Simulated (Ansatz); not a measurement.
# MgTiS3: complex band structure, part 3 of 4

Aim: relax a made-up compound, MgTiS3, and see how good a tunnel barrier it would be. It is built by putting S for O, Mg for Ba in the BaTiO3 structure of space group P4mm, with the volume rescaled by atomic radii. The parent structure comes from the Materials Project.

Ansatz 0.2.0; PBEsol DFT, plane waves, PAW files (the session's first sound run).

So far, gap on the k-mesh (eV): step 3 (the bulk crystal and its band edges) 0.613; step 4 (complex bands, plane (100), k-mesh 6×4×6) 0.613.

The structure was built from a prototype and need not be the compound's stable phase.

## 5. Decaying states in the gap, plane (001), k-mesh 6×6×4

Level of this step: PBEsol DFT, plane waves, PAW files; complex bands by layer matching along the plane's normal (Ansatz).

The same for the (001) plane, at (0, 0), (-0.5, -0.5) and (0.5, 0), to see how the decay depends on direction.

input.yaml

```yaml
crystal:
  lattice:
    - [4.685275638, 0.0, 0.0]
    - [0.0, 4.685275638, 0.0]
    - [0.0, 0.0, 5.399099019]
  atoms:
    - { symbol: Mg, position: [0.5, 0.5, 0.8233334296] }
    - { symbol: Ti, position: [0.0, 0.0, 0.1025731428] }
    - { symbol: S, position: [0.0, 0.5, 0.9708846195] }
    - { symbol: S, position: [0.5, 0.0, 0.9708846195] }
    - { symbol: S, position: [0.0, 0.0, 0.4923211786] }
kpoints:
  mp_grid: { grid: [6, 6, 4] }
scf:
  occupations: { method: fixed }
hamiltonian:
  xc: pbesol
output:
  eigenvalues: true
  transmission:
    leads: [[0, 0]]
    kpoints: [[0.0, 0.0], [-0.5, -0.5], [0.5, 0.0]]
    e_range: [-1.0, 1.61]
    de: 0.07
```

Command:

```console
ansatz run input.yaml --threads 2 --pin off --max-ram 4096MiB --backend cpu --events-out ev --progress --plain --runs-dir out
```

Numbers of over 12 decimals in the logs are rounded to 6 here.

Output:

```text
[...]
Crystal: 5 atoms, lattice volume = 118.520 Å³
Basis set: ecut = 420 eV, 2307 PW (Γ)
Bands: 25, of which v1, the nominal top of the filled ones, is band 20 counted from 1 (19 counted from 0)
Symmetry: 8 space group operations
[...]
k-points: 30 of 144 (time reversal used)
[...]
SCF iter   1: F=—  HF=-7045.842023 eV  |F-HF|=—  |Δ(HF+E_count)|=         —  Δρ=4.85e-3  dr2=5.46e-2  ethr=1.77e-3  ⟨swp⟩=5.0  Hψ=3023  notcnv=0  defer=73
[...]
SCF iter   8: F=-7045.835539 eV  HF=-7045.835539 eV  |F-HF|=1.37e-7  |Δ(HF+E_count)|=   1.06e-6  Δρ=5.20e-6  dr2=7.00e-8  ethr=2.50e-10  ⟨swp⟩=8.6  Hψ=3322  notcnv=0
SCF 1 converged in 8 iterations: F = -7045.835539 eV  dr2 = 7.00e-8
[...]
transmission: 7 of 21 steps passed
transmission: 14 of 21 steps passed
transmission: 21 of 21 steps passed
SCF converged after 8 iterations
Free energy (F): -7045.835539 eV
[...]
Internal energy: -7045.835539 eV  (E = F + TS)
E sigma→0 (E₀):  -7045.835539 eV
Fermi energy:    4.539143 eV
[...]
--- Band table (eV; the first three rows and the last of 30) ---
  k-point 0: bands = [... 16 lower, 3.2809, 3.3975, 3.6169, 3.6169, 5.1519, 6.2751, 7.2166, 7.2166, ... 1 higher]
  k-point 1: bands = [... 16 lower, 3.1246, 3.1246, 3.7534, 3.7534, 5.1610, 6.7797, 7.2512, 7.2512, ... 1 higher]
  k-point 2: bands = [... 16 lower, 3.0197, 3.0197, 3.8379, 3.8379, 5.1702, 7.2860, 7.2860, 7.3049, ... 1 higher]
  k-point 29: bands = [... 16 lower, 2.3857, 4.3181, 4.5391, 4.5391, 5.6920, 6.4920, 6.4920, 7.5982, ... 1 higher]
--- Transmission ---
  basis      : 193 plane waves across, 7 finite elements along
  points     : 3, as listed
[...]
crystal 0  : S3Mg1Ti1, at the sites [0, 0], period 5.3991 Å: whole cells are its period
[...]
channels       : 0.000000e0 a spin
[...]
slowest decay  : 0.1866 /Å at (-0.5000, -0.5000)
```

Wall time 26 s (2 threads of Arm Neoverse V1, shared host); peak memory 0.58 GiB; 52 s of CPU time.

Numbers from this step:

- decay constant at the filling level, zone centre: 0.3494 Å⁻¹
- decay constant at the filling level, slowest listed point: 0.1866 Å⁻¹

K parallel (0, 0); values up to 1.5 1/Å, a degenerate pair printed once or twice; energies at which all values exceed this have no row. Table of Im kz of the slowest decaying states by energy, zero at the highest filled level on the SCF mesh:

```
energy (eV)  decay 1 (Å⁻¹)  decay 2 (Å⁻¹)  decay 3 (Å⁻¹)  decay 4 (Å⁻¹)
      -1.00          0.137          0.153          0.430          0.466
      -0.86          0.211          0.419          0.501          0.944
      -0.72          0.256          0.404          0.528          0.922
      -0.58          0.297          0.334          0.383          0.550
      -0.51          0.324          0.363          0.419          0.559
      -0.37          0.349          0.565          0.574          0.824
      -0.23          0.353          0.587          0.728           1.03
      -0.09          0.354          0.598          0.754          0.985
      -0.02          0.354          0.603          0.765          0.961
       0.05          0.354          0.607          0.774          0.935
       0.19          0.352          0.614          0.791          0.873
       0.26          0.351          0.617          0.799          0.835
       0.40          0.347          0.623          0.735          0.812
       0.54          0.342          0.539          0.627          0.823
       0.68          0.336          0.466          0.631          0.833
       0.82          0.328          0.633          0.683          0.841
       0.96          0.318          0.635          0.772          0.848
       1.10          0.306          0.637          0.826          0.854
       1.17          0.299          0.637          0.846          0.857
       1.31          0.284          0.637          0.863          0.878
       1.45          0.238          0.290          0.637          0.869
       1.59          0.159          0.314          0.637          0.876
```

K parallel (-0.5, -0.5); values up to 1.5 1/Å, a degenerate pair printed once or twice; energies at which all values exceed this have no row. Im kz of the slowest decaying states against energy, zero at the highest filled level on the SCF mesh:

```
energy (eV)  decay 1 (Å⁻¹)  decay 2 (Å⁻¹)  decay 3 (Å⁻¹)  decay 4 (Å⁻¹)
      -1.00          0.232          0.633           1.08           1.11
      -0.93          0.238          0.626           1.08           1.11
      -0.79          0.246          0.611           1.08           1.10
      -0.72          0.249          0.604           1.08           1.09
      -0.58          0.253          0.587           1.06           1.07
      -0.51          0.254          0.579           1.02           1.06
      -0.37          0.254          0.561          0.885           1.04
      -0.30          0.254          0.551          0.760           1.03
      -0.16          0.251          0.531          0.718           1.01
      -0.09          0.249          0.521          0.850           1.00
      -0.02          0.247          0.510          0.924          0.990
       0.05         0.0755          0.245          0.498          0.974
       0.12          0.116          0.241          0.486          0.968
       0.26          0.167          0.234          0.459          0.945
       0.33          0.187          0.229          0.445          0.933
       0.47          0.218          0.219          0.414          0.909
       0.54          0.213          0.232          0.396          0.896
       0.68          0.200          0.255          0.357          0.870
       0.75          0.192          0.265          0.334          0.856
       0.89          0.174          0.278          0.282          0.827
       0.96          0.163          0.242          0.289          0.812
       1.10          0.132          0.138          0.301          0.779
       1.17          0.122          0.306          0.762           1.05
       1.31         0.0787          0.314          0.724           1.05
       1.38         0.0400          0.315          0.704           1.05
       1.52          0.315          0.660           1.04           1.07
       1.59          0.106          0.311          0.637           1.04
```

K parallel (-0.5, -0.5). Table of Re kz of states that move upwards by energy, zero at the highest filled level on the SCF mesh:

```
energy (eV)  channel 1 (Å⁻¹)  channel 2 (Å⁻¹)
      -1.00            0.192            0.192
      -0.86            0.227            0.227
      -0.72            0.264            0.264
      -0.65            0.283            0.283
      -0.51            0.322            0.322
      -0.37            0.365            0.365
      -0.23            0.414            0.414
      -0.16            0.443            0.443
      -0.02            0.534            0.534
       0.12                -                -
       0.26                -                -
       0.33                -                -
       0.47                -                -
       0.61                -                -
       0.75                -                -
       0.82                -                -
       0.96                -                -
       1.10                -                -
       1.24           -0.402                -
       1.31           -0.332                -
       1.45           -0.201           0.0564
       1.59            0.115                -
```

K parallel (0.5, 0); values up to 1.5 1/Å, a degenerate pair printed once or twice; energies at which all values exceed this have no row. Im kz of the slowest decaying states against energy, zero at the highest filled level on the SCF mesh:

```
energy (eV)  decay 1 (Å⁻¹)  decay 2 (Å⁻¹)  decay 3 (Å⁻¹)  decay 4 (Å⁻¹)
      -1.00          0.166          0.302          0.492          0.869
      -0.79          0.237          0.500          0.524          0.864
      -0.65          0.264          0.504          0.600          0.859
      -0.44          0.291          0.510          0.680          0.850
      -0.23          0.305          0.515          0.739          0.838
      -0.09          0.311          0.518          0.769          0.828
      -0.02         0.0677          0.312          0.520          0.783
       0.12          0.136          0.314          0.522          0.807
       0.26          0.176          0.313          0.524          0.798
       0.47          0.217          0.307          0.526          0.775
       0.68          0.245          0.297          0.528          0.749
       0.82          0.258          0.289          0.528          0.729
       1.03          0.268          0.271          0.527          0.696
       1.24          0.249          0.265          0.526          0.660
       1.38          0.230          0.252          0.525          0.622
       1.59          0.193          0.198          0.498          0.523
```

At the listed wavevectors the last open channel is at -0.02 eV and the next at +1.17 eV on the grid, wider than the gap, since narrow bands can fall between grid energies. At +0.33 eV, the grid energy nearest the filling level (the middle of the gap on the SCF mesh), the slowest state at the listed wavevectors decays with κ = 0.187 Å⁻¹, its amplitude falling by e over 5.4 Å; the first such run, plane (100), gave 0.132 Å⁻¹.

## 6. Band edges at another level

This step: LDA DFT, plane waves, PAW files (Ansatz 0.2.0).

The edges again with LDA, at the same atoms.

input.yaml

```yaml
crystal:
  lattice:
    - [4.6852756375, 0.0, 0.0]
    - [0.0, 4.6852756375, 0.0]
    - [0.0, 0.0, 5.3990990186]
  atoms:
    - { symbol: Mg, position: [0.5, 0.5, 0.8233334296] }
    - { symbol: Ti, position: [0.0, 0.0, 0.1025731428] }
    - { symbol: S, position: [0.0, 0.5, -0.0291153805] }
    - { symbol: S, position: [0.5, 0.0, -0.0291153805] }
    - { symbol: S, position: [0.0, 0.0, 0.4923211786] }
kpoints:
  mp_grid: { grid: [6, 6, 6] }
  band_path: { path: [VBM, CBM], npoints: 30 }
scf:
  occupations: { method: fixed }
hamiltonian:
  xc: lda
output:
  eigenvalues: true
```

Output:

```text
[...]
Crystal: 5 atoms, lattice volume = 118.520 Å³
Basis set: ecut = 420 eV, 2307 PW (Γ)
Bands: 25, of which v1, the nominal top of the filled ones, is band 20 counted from 1 (19 counted from 0)
Symmetry: 8 space group operations
[...]
k-points: 40 of 216 (time reversal used)
[...]
SCF iter   1: F=—  HF=-6965.702737 eV  |F-HF|=—  |Δ(HF+E_count)|=         —  Δρ=8.62e-3  dr2=1.64e-1  ethr=1.77e-3  ⟨swp⟩=4.9  Hψ=3784  notcnv=0  defer=93
[...]
SCF iter   8: F=-6965.679362 eV  HF=-6965.679362 eV  |F-HF|=6.09e-9  |Δ(HF+E_count)|=   1.59e-7  Δρ=4.90e-6  dr2=5.05e-8  ethr=2.50e-10  ⟨swp⟩=7.6  Hψ=4198  notcnv=0
SCF 1 converged in 8 iterations: F = -6965.679362 eV  dr2 = 5.05e-8
[...]
SCF converged after 8 iterations
Free energy (F): -6965.679362 eV
[...]
Internal energy: -6965.679362 eV  (E = F + TS)
E sigma→0 (E₀):  -6965.679362 eV
Fermi energy:    4.382179 eV
[...]
--- Band table (eV; the first three rows and the last of 40) ---
  k-point 0: bands = [... 16 lower, 3.1097, 3.2358, 3.4591, 3.4591, 4.9303, 5.9588, 7.0198, 7.0198, ... 1 higher]
  k-point 1: bands = [... 16 lower, 3.0220, 3.0351, 3.5378, 3.5378, 4.9347, 6.1887, 7.0360, 7.0360, ... 1 higher]
  k-point 2: bands = [... 16 lower, 2.9007, 2.9007, 3.6404, 3.6404, 4.9437, 6.7927, 7.0688, 7.0688, ... 1 higher]
  k-point 39: bands = [... 16 lower, 2.2203, 4.1593, 4.3822, 4.3822, 5.4170, 6.2902, 6.2902, 7.3063, ... 1 higher]
```

Run time: 20 s. Hardware: 2 threads; peak memory 0.37 GiB.

Numbers from this step:

* free energy: -6965.6794 eV
* Fermi energy: 4.382 eV
* gap on the k-mesh: 0.5481 eV
* gap on path: 0.5481 eV, by band count; negative where bands overlap
* direct gap on path: 1.035 eV

Electronic bands along the path, in eV, zero at the Fermi level (highest filled level under fixed occupations); v1 is the highest filled band, c1 the lowest empty one:

```
  point     v4     v3     v2     v1    c1    c2    c3    c4
    VBM  -2.16  -0.22   0.00   0.00  1.03  1.91  1.91  2.92
halfway  -1.70  -1.08  -0.94  -0.68  1.21  1.84  1.85  3.07
    CBM  -1.27  -1.15  -0.92  -0.92  0.55  1.58  2.64  2.64
```

The searched edges give 0.548 eV, as on the mesh.

Between step 3 and this run (LDA) the value for the gap on the k-mesh moves from 0.613 eV to 0.548 eV.

(Continued in part 4 of 4.)

[Logs are printed without paths, hosts, clocks, repeated set-up lines and the standing remarks that a program may print on its own settings, such as how far it seeks lower states.]

[Hosts, paths, dates, database ids (printed as entryN), source tags and the programs' standing remarks are cut or masked in the printed files.]
